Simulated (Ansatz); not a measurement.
# T-NiO2: band edges from 1 to 2 sheets (LDA)

How do the band edges of T-NiO2 move as sheets are stacked?

All values are computed: Ansatz 0.2.0, LDA+U, plane waves, scalar-relativistic unless marked; slabs or sheets with vacuum, the vacuum level from the planar mean of the electrostatic potential.

| sheets | ionisation potential (eV) | affinity (eV) | gap (eV) | gap on the path |
| --- | --- | --- | --- | --- |
| 1 | 8.94 | 7.16 | 1.78 | indirect, from a point between K and Γ to a point between Γ and M |
| 2 | 8.48 | 7.33 | 1.15 | - |
| crystal, unrelaxed | - | - | 1.35 | - |

From 1 to 2 sheets the gap goes from 1.78 to 1.15 eV: the valence top moves up by 0.46 eV and the conduction bottom down by 0.17 eV. Most of the change is in the valence band. Levels whose orbitals reach out of the sheet split into bonding and antibonding partners across the gap between sheets, and the partner nearer the gap forms the new edge. The crystal's gap exceeds the thickest stack's, against the trend; it was read on a coarse mesh for unrelaxed positions, which can miss the edges.

Kohn–Sham gaps are too small, and the added screening by further sheets, which shifts true quasiparticle edges, is missing.
